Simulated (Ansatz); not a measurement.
# BiB (model cell, started as rocksalt type): from the cell to its phonons

The cell of BiB (model cell, started as rocksalt type) is at rest. What are its phonons? After the zone centre comes a 4×4×4 q mesh on a 12×12×12 k mesh.

Program: Ansatz 0.2.0. Level of theory: DFT PBEsol, scalar-relativistic, plane waves, PAW. Results are calculated unless marked as measured.

The structure was built from a prototype and need not be the compound's stable phase.

**1. Starting point**

It takes space group Fm-3m (No. 225, cubic). Conventional cell: a = 5.208 Å, b = 5.208 Å, c = 5.208 Å, α = 90.00°, β = 90.00°, γ = 90.00°. B has 6 Bi at 2.60 Å nearest. Nearest to Bi lie 6 B at 2.60 Å. Farther neighbours are not listed.

Structure file:

```cif
data_structure
_symmetry_space_group_name_H-M 'Fm-3m'
_symmetry_Int_Tables_number 225
_cell_length_a 5.2079
_cell_length_b 5.2079
_cell_length_c 5.2079
_cell_angle_alpha 90.000
_cell_angle_beta 90.000
_cell_angle_gamma 90.000
_cell_volume 141.25
loop_
_atom_site_label
_atom_site_type_symbol
_atom_site_symmetry_multiplicity
_atom_site_Wyckoff_symbol
_atom_site_fract_x
_atom_site_fract_y
_atom_site_fract_z
_atom_site_occupancy
B1 B 4 a 0.00000 0.00000 0.00000 1
Bi1 Bi 4 b 0.50000 0.00000 0.00000 1
```

**2. Zone-centre response**

The cell comes from relaxations at this level that are not shown. The zone centre comes first: it holds the modes that light can see, as far as symmetry allows. No field response is asked, since the mesh shows no gap.

Input file input.yaml:

```yaml
crystal:
  lattice:
    - [0.0, 2.6039275238, 2.6039275238]
    - [2.6039275238, 0.0, 2.6039275238]
    - [2.6039275238, 2.6039275238, 0.0]
  atoms:
    - { symbol: B, position: [0.0, 0.0, 0.0] }
    - { symbol: Bi, position: [0.5, 0.5, 0.5] }
kpoints:
  mp_grid: { grid: [12, 12, 12] }
hamiltonian:
  xc: pbesol
scf:
  occupations: { method: methfessel_paxton, width: 0.15 }
output:
  eigenvalues: true
phonons:
  method: dfpt
```

Launch:

```bash
$ ansatz run input.yaml --threads 4 --pin off --max-ram 7168MiB --backend cpu --events-out ev --progress --plain --runs-dir out
```

Numbers of over 12 decimals in the logs are rounded to 6 here.

What it wrote:

```text
Engine: ansatz 0.2.0, aarch64-unknown-linux-gnu
Pseudopotentials: kind: paw
Pseudopotential: B, paw, valence charge 3, recommended cutoff 420 eV (normal), B.paw.azcp
Pseudopotential: Bi, paw, valence charge 15, recommended cutoff 420 eV (normal), Bi.paw.azcp
Functional definition: PBEsol
  exchange = pbesol_x
  correlation = pbesol_c
Crystal: 2 atoms, lattice volume = 35.312 Å³
Basis set: ecut = 420 eV, 701 PW (Γ), exchange–correlation on 50×50×50 points (8 copies of the dense FFT grid, shifted against one another)
Bands: 13, of which v1, the nominal top of the filled ones, is band 9 counted from 1 (8 counted from 0)
Symmetry: 48 space group operations
k-points: 163 of 1728 (irreducible under 8 space group operations, time reversal used)
Non-local potential: B, projectors of the file, l = 0: 2, l = 1: 2, l = 2: 1
Non-local potential: Bi, projectors of the file, l = 0: 2, l = 1: 2, l = 2: 2, l = 3: 2
PAW form: soft (Blöchl's): semilocal exchange-correlation on the pseudo side does not see the compensation charge
PAW frozen core: B, regenerated for the run's functional, and the local potential with it (the file was generated under x = pbe(κ = 0.804, μ = 0.219515), c = pbe(β = 0.066725))
PAW frozen core: Bi, regenerated for the run's functional, and the local potential with it (the file was generated under x = pbe(κ = 0.804, μ = 0.219515), c = pbe(β = 0.066725))
PAW one-centre angular grid: B, 110 points (default); XC on 64 Gauss nodes
PAW one-centre angular grid: Bi, 590 points (default); XC on 64 Gauss nodes
Initial density: superposition of atomic densities (neutral atoms: chi_scale 0, normalization atom), corrected by the library's trained network
Initial wavefunctions: pseudopotential atomic-orbital guess
Functional: x = pbesol(κ = 0.804, μ = 0.123457), c = pbesol(β = 0.046)
SCF iter   1: F=—  HF=-12392.378769 eV  |F-HF|=—  |Δ(HF+E_count)|=         —  Δρ=5.31e-3  dr2=1.61e-2  ethr=1.77e-3  ⟨swp⟩=5.1  Hψ=10381  notcnv=0
preconditioner: auto → Kerker (q_TF=auto, 2.438 Å⁻¹)  [metal: Δε(μ)=0.033 eV  Ē_g=19.650 eV  σ=0.150 eV  W_gap=0.18  n_scr=14 (ndim 8)  ℏωp=26.5 eV  f_vac=0.000  D(μ)=1.09/eV (n_scr^D=8)]
SCF iter   2: F=—  HF=-12392.374394 eV  |F-HF|=—  |Δ(HF+E_count)|=   4.37e-3  S|Δr|=    0.00e0  Δρ=2.65e-3  dr2=3.78e-3  ethr=8.95e-5  ⟨swp⟩=1.0  Hψ=3423  notcnv=0
SCF iter   3: F=—  HF=-12392.373343 eV  |F-HF|=—  |Δ(HF+E_count)|=   1.05e-3  S|Δr|=    0.00e0  Δρ=5.50e-4  dr2=1.07e-4  ethr=2.10e-5  ⟨swp⟩=2.5  Hψ=3082  notcnv=0
SCF iter   4: F=—  HF=-12392.373347 eV  |F-HF|=—  |Δ(HF+E_count)|=   3.13e-6  S|Δr|=    0.00e0  Δρ=2.43e-4  dr2=2.10e-5  ethr=5.96e-7  ⟨swp⟩=1.9  Hψ=2609  notcnv=0
SCF iter   5: F=—  HF=-12392.373349 eV  |F-HF|=—  |Δ(HF+E_count)|=   2.36e-6  S|Δr|=    0.00e0  Δρ=5.30e-5  dr2=9.89e-7  ethr=1.17e-7  ⟨swp⟩=1.0  Hψ=2109  notcnv=0
SCF iter   6: F=—  HF=-12392.373357 eV  |F-HF|=—  |Δ(HF+E_count)|=   8.44e-6  S|Δr|=    0.00e0  Δρ=7.12e-6  dr2=1.83e-8  ethr=5.49e-9  ⟨swp⟩=2.3  Hψ=3580  notcnv=0
SCF iter   7: F=—  HF=-12392.373357 eV  |F-HF|=—  |Δ(HF+E_count)|=  4.18e-10  S|Δr|=    0.00e0  Δρ=1.02e-6  dr2=2.66e-10  ethr=1.02e-10  ⟨swp⟩=2.3  Hψ=3592  notcnv=0
SCF iter   8: F=-12392.373357 eV  HF=-12392.373357 eV  |F-HF|=5.46e-12  |Δ(HF+E_count)|=  1.35e-10  S|Δr|=    0.00e0  Δρ=1.11e-7  dr2=2.20e-12  ethr=1.00e-12  ⟨swp⟩=5.4  Hψ=11352  notcnv=0
SCF 1 converged in 8 iterations: F = -12392.373357 eV  dr2 = 2.20e-12
  greatest PAW one-centre occupation: 0.988 electrons in one spin orbital (limit 2), on the Bi atom at site 1 (counted from 0), in its partial waves of l = 2
DFPT response loops at Γ: preconditioner auto → Kerker (q_TF=auto, 2.438 Å⁻¹) (partly filled bands, converged f_vac=0.000); β = 1.00, the filter's whole step (`scf.mixing.beta` (0.50) is not read by the response loops under this deck's `scf.mixing.preconditioner`; to damp them name `kerker` or `kerker_dos`, under which they read `scf.mixing.beta`, and type it under 1.00, their step now; both keys bind the ground state too); Broyden in place of MSR1
SCF converged after 8 iterations
Stability not checked: this state was not tested for a lower state beside it, because cold or Methfessel-Paxton smearing, or corrected tetrahedra, fill the levels in a way that the test cannot read (fill_not_monotonic; see scf.lower_state_search)
Free energy (F): -12392.373357 eV
Harris-Foulkes:  -12392.373357 eV  (|F-HF|=5.46e-12)
Internal energy: -12392.372841 eV  (E = F + TS)
E sigma→0 (E₀):  -12392.373228 eV
Entropy (-TS):   -0.000516 eV (-0.258 meV/atom)
Fermi energy:    12.499340 eV
--- Per-component energies (eV) ---
  E_band       = -48.112000
  E_kinetic    = 345.597958
  E_local      = -1359.710866  (includes V_loc(G=0)·N_el)
  E_nonlocal   = 576.536852
  E_hartree    = 430.551117
  E_xc         = -180.531584
  E_vxc        = -180.180927  (∫ρ·V_xc dr)
  E_paw        = -10586.112789  (= ΣΔE_a)
  E_vpaw       = -291.456784  (= ΣTr[D̂ρ^β])
  E_aug_tail   = -0.000461  (compensation charges beyond the density's cutoff)
  E_ewald      = -1618.807531
  E_core_change = 0.104463  (= ΣΔE_core)
  E_smearing   = -0.000516  (= −TS)
  E_closure    = 0.000000  (closes the sum)
  Σ components = -12392.373357   (vs F -12392.373357, Δ=0.00e0)
--- Band table (eV; the first three rows and the last of 163) ---
  k-point 0: bands = [... 5 lower, -1.9467, 12.3976, 12.3976, 12.3976, 12.9253, 19.2622, 19.2622, 19.2622]
  k-point 1: bands = [... 5 lower, -1.8355, 11.1134, 12.4227, 12.4227, 13.9005, 18.6430, 18.7823, 18.7823]
  k-point 2: bands = [... 5 lower, -1.5041, 9.4158, 12.5062, 12.5062, 14.6954, 17.6304, 17.7763, 17.7763]
  k-point 162: bands = [... 5 lower, 2.2363, 6.2206, 7.4425, 7.4425, 14.6526, 16.3780, 19.6484, 19.6484]
--- Phonons (Γ-DFPT): 2 representative perturbations + reference, on 163 of 1728 k-points (Σ response iterations 6) ---
  k mesh reduced under 8 symmetry operations, with k and −k counted as one. Each operation leaves every solved perturbation unchanged. A smaller set is not used because it would not reduce the number of displacements times k-points to solve
  ASR residual: 7.283e-5 → 0.000e0 eV/Å²; symmetrization residual: 4.583e-6 eV/Å²
  ASR residual per site (eV/Å²): 5.64e-5 7.28e-5
  Γ frequencies (cm⁻¹): 0.00 0.00 0.00 237.66 237.66 237.66
  non-analytic LO–TO correction: not included (Born effective charges unavailable; polar crystals: no LO–TO splitting at Γ)
```

Wall time 6.5 s (4 threads of Arm Neoverse V1, shared host); peak memory 0.54 GiB; 23 s of CPU time.

Reading the cycles: dr2 is the Hartree energy of the density residual (eV), the measure of convergence; HF is the Harris–Foulkes estimate of the energy, which meets the free energy F at convergence.

This step gave:

```yaml
volume_per_atom: 17.66 Å³
gap_on_the_k_mesh: 0 eV
sum_rule_residual_before_enforcement: 7.28e-5 eV/Å²
point_group: m-3m
highest_optical_mode_at_the_zone_centre_no_lo_to_term: 237.7 cm⁻¹
lowest_optical_zone_centre_mode: 237.7 cm⁻¹
```

Patterns of degenerate modes are one choice out of their space. The modes at Γ (shares of kinetic energy by element, %):

| mode | frequency (cm⁻¹) | symmetry | B % | Bi % |
| --- | --- | --- | --- | --- |
| 1 | 0.0 | acoustic | 5 | 95 |
| 2 | 0.0 | acoustic | 5 | 95 |
| 3 | 0.0 | acoustic | 5 | 95 |
| 4 | 237.7 | T1u | 95 | 5 |
| 5 | 237.7 | T1u | 95 | 5 |
| 6 | 237.7 | T1u | 95 | 5 |

Displacements in mode 6 (237.7 cm⁻¹), the largest set to 1:
```
B1   0.00  0.13  1.00
Bi2  0.00 -0.01 -0.05
```

Before it was imposed, the acoustic sum rule was missed by 7.3e-5 eV/Å². Small misses are needed for a sound result but don't prove that mesh and cutoff are converged. The lowest optical mode is real, 238 cm⁻¹.

**3. The dispersion**

Stability and thermal properties need the whole zone. Linear response on a 4×4×4 q mesh gives force constants as far as a supercell of that size would.

input.yaml, as its differences from that of step 2:

```diff
@@ -18 +18,8 @@
   method: dfpt
+  qmesh: [4, 4, 4]
+  temperatures: { t_max: 1000, t_step: 50 }
+  qpath:
+    path:
+      - [[0.0, 0.0, 0.0], [0.5, 0.0, 0.5], [0.625, 0.25, 0.625]]
+      - [[0.375, 0.375, 0.75], [0.0, 0.0, 0.0], [0.5, 0.5, 0.5], [0.5, 0.25, 0.75], [0.5, 0.0, 0.5]]
+    npoints: 10
```

What it wrote:

```text
[...]
Crystal: 2 atoms, lattice volume = 35.312 Å³
Basis set: ecut = 420 eV, 701 PW (Γ), exchange–correlation on 50×50×50 points (8 copies of the dense FFT grid, shifted against one another)
Bands: 13, of which v1, the nominal top of the filled ones, is band 9 counted from 1 (8 counted from 0)
Symmetry: 48 space group operations
k-points: 72 of 1728
[...]
SCF iter   1: F=—  HF=-12392.378844 eV  |F-HF|=—  |Δ(HF+E_count)|=         —  Δρ=5.31e-3  dr2=1.61e-2  ethr=1.77e-3  ⟨swp⟩=5.1  Hψ=4565  notcnv=0
[...]
SCF iter   8: F=-12392.373357 eV  HF=-12392.373357 eV  |F-HF|=7.28e-12  |Δ(HF+E_count)|=  1.15e-10  S|Δr|=    0.00e0  Δρ=1.18e-7  dr2=2.49e-12  ethr=1.00e-12  ⟨swp⟩=5.3  Hψ=5028  notcnv=0
SCF 1 converged in 8 iterations: F = -12392.373357 eV  dr2 = 2.49e-12
[...]
iter 1 solved again at ethr=2.23e-7 eV; its pass at ethr=3.10e-3 eV (dr2=4.01e-5 eV) is discarded
SCF iter   1: F=—  HF=-12392.373352 eV  |F-HF|=—  |Δ(HF+E_count)|=         —  Δρ=5.23e-7  dr2=6.67e-11  ethr=2.23e-7  ⟨swp⟩=3.2  Hψ=7561  notcnv=0
eigensolver tolerance schedule: the retry pair's looser diagonalisation over-reported the residual by 600245.69 of it (diagonalisation noise at an unbounded share of the residual, at the tolerance the schedule requests for it); recorded, not acted on — ethr = c·dr2/N_el stays at c = 1.0e-1
[...]
SCF iter   2: F=—  HF=-12392.373357 eV  |F-HF|=—  |Δ(HF+E_count)|=   5.10e-6  S|Δr|=    0.00e0  Δρ=2.21e-7  dr2=1.21e-11  ethr=1.00e-12  ⟨swp⟩=3.9  Hψ=2629  notcnv=0
SCF iter   3: F=-12392.373357 eV  HF=-12392.373357 eV  |F-HF|=3.64e-12  |Δ(HF+E_count)|=  4.91e-11  S|Δr|=    0.00e0  Δρ=1.49e-7  dr2=5.00e-12  ethr=1.00e-12  ⟨swp⟩=3.8  Hψ=2836  notcnv=0
SCF 2 converged in 3 iterations: F = -12392.373357 eV  dr2 = 5.00e-12
phonons: the bands overlap, so this run is a metal and interpolates without the dipole-dipole term. If the crystal is really an insulator or semiconductor, its LO-TO splitting is missing
NSCF: frozen V_eff on 72 k-points
[...]
DFPT response loops at q = (0, 0, 0) (fractional): preconditioner auto → Kerker (q_TF=auto, 2.438 Å⁻¹) (partly filled bands, converged f_vac=0.000); β = 1.00, the filter's whole step (`scf.mixing.beta` (0.50) is not read by the response loops under this deck's `scf.mixing.preconditioner`; to damp them name `kerker` or `kerker_dos`, under which they read `scf.mixing.beta`, and type it under 1.00, their step now; both keys bind the ground state too); Broyden in place of MSR1
[...]
SCF converged after 8 iterations
[...]
Free energy (F): -12392.373357 eV
[...]
Internal energy: -12392.372841 eV  (E = F + TS)
E sigma→0 (E₀):  -12392.373228 eV
Entropy (-TS):   -0.000516 eV (-0.258 meV/atom)
Fermi energy:    12.499339 eV
[...]
--- Band table (eV; the first three rows and the last of 72) ---
  k-point 0: bands = [... 5 lower, -1.9467, 12.3976, 12.3976, 12.3976, 12.9253, 19.2622, 19.2622, 19.2622]
  k-point 1: bands = [... 5 lower, -1.8355, 11.1134, 12.4227, 12.4227, 13.9005, 18.6430, 18.7823, 18.7823]
  k-point 2: bands = [... 5 lower, -1.5041, 9.4158, 12.5062, 12.5062, 14.6954, 17.6304, 17.7763, 17.7763]
  k-point 71: bands = [... 5 lower, 2.2363, 6.2206, 7.4425, 7.4425, 14.6526, 16.3780, 19.6484, 19.6484]
--- Phonons (Γ-DFPT): 2 representative perturbations + reference (Σ response iterations 6) ---
  ASR residual: 8.683e-5 → 0.000e0 eV/Å²; symmetrization residual: 2.416e-6 eV/Å²
  ASR residual per site (eV/Å²): 4.77e-5 8.68e-5
  Γ frequencies (cm⁻¹): 0.00 0.00 0.00 237.66 237.66 237.66
--- Phonons (arbitrary-q DFPT): 8 irreducible q on the 4×4×4 mesh ---
  q = [0.0000, 0.0000, 0.0000] (star 1, of the zone-centre solve; hermiticity 2.26e-6, symmetrization 4.20e-12): -0.00 0.00 0.00 237.66 237.66 237.66
  q = [0.0000, 0.0000, 0.2500] (star 8, 2 solved perturbations on 936 of 1728 k-point pairs; hermiticity 1.24e-6, symmetrization 1.42e-12): 41.24 41.24 71.22 191.39 191.39 230.80
[...]
q = [0.0000, 0.2500, 0.2500] (star 6, 4 solved perturbations in 1608 linear systems a pass and spin channel, the states on 510 of 1728 k-point pairs; hermiticity 5.82e-7, symmetrization 1.96e-13): 50.18 50.18 84.40 255.30 255.30 323.55
[...]
sum rule: each row above includes the acoustic sum rule's correction from the zone centre's row sums; it moved no ω² by more than (1.10 cm⁻¹)²
  mesh force constants: q→R imaginary residual 3.57e-18; ASR residual 8.683e-5 → 0.000e0 eV/Å²; symmetrization residual 9.992e-16 eV/Å²
  interpolated dispersion: 62 rows × 6 modes
  density of states and harmonic sums: on the 20×20×20 q-mesh, interpolated from the force constants of a 4×4×4 supercell (no non-analytic term)
  largest difference from the sums on the solved wave vectors: F 1.30e-2 eV, S 1.67e-5 and C_V 3.71e-6 eV/K
  zero-point energy: 0.066001 eV/cell   skipped modes (ω ≤ 0): 6, of them read as no rigid motion or as one in doubt: 3 (3.500e-3 modes/cell left out, lowest -7.60 cm⁻¹)   left out of the sums: 6.46e-4 of the cell's modes: C_V's classical limit lies that fraction below 3 k_B per atom; for a crystal, a wire or a layer, F and S can be off by more, and a phonons.interpolated_qmesh denser along its periods is the remedy for the sampling
```

Wall time 3.1 min (4 threads); peak memory 2.2 GiB; 12 min of CPU time.

Numbers from this step:

| Quantity | Value |
| --- | --- |
| sum-rule residual before enforcement | 8.68e-5 eV/Å² |
| lowest frequency on the path | -7.367 cm⁻¹ |
| highest frequency on the path or at a solved wavevector | 365.1 cm⁻¹ |
| lowest mode on the q mesh (acoustic modes at Γ apart) | 41.24 cm⁻¹ |

Frequencies (cm⁻¹) solved at each irreducible wavevector; negative means imaginary. Frequencies by wavevector, by row:

| q in reciprocal lattice units | star | mode 1 | mode 2 | mode 3 | mode 4 | mode 5 | mode 6 |
| --- | --- | --- | --- | --- | --- | --- | --- |
| 0 0 0 | 1 | 0 | 0 | 0 | 237.7 | 237.7 | 237.7 |
| 0 0 0.25 | 8 | 41.2 | 41.2 | 71.2 | 191.4 | 191.4 | 230.8 |
| 0 0 -0.5 | 4 | 59.2 | 59.2 | 112.7 | 273.8 | 273.8 | 365.1 |
| 0 0.25 0.25 | 6 | 50.2 | 50.2 | 84.4 | 255.3 | 255.3 | 323.6 |
| 0 0.25 -0.5 | 24 | 66.6 | 83 | 106.7 | 254.5 | 297 | 329.8 |
| 0 0.25 -0.25 | 12 | 54.3 | 79.6 | 98.3 | 254.5 | 269.2 | 346.7 |
| 0 -0.5 -0.5 | 3 | 65.9 | 65.9 | 110.5 | 277.7 | 277.7 | 284.4 |
| 0.25 -0.5 -0.25 | 6 | 78 | 93.8 | 93.8 | 264.2 | 264.2 | 319.4 |

(Continued in part 2 of 2.)

[Logs are printed without paths, hosts, clocks, repeated set-up lines and the standing remarks that a program may print on its own settings, such as how far it seeks lower states.]

[Hosts, paths, dates, database ids (printed as entryN), source tags and the programs' standing remarks are cut or masked in the printed files.]
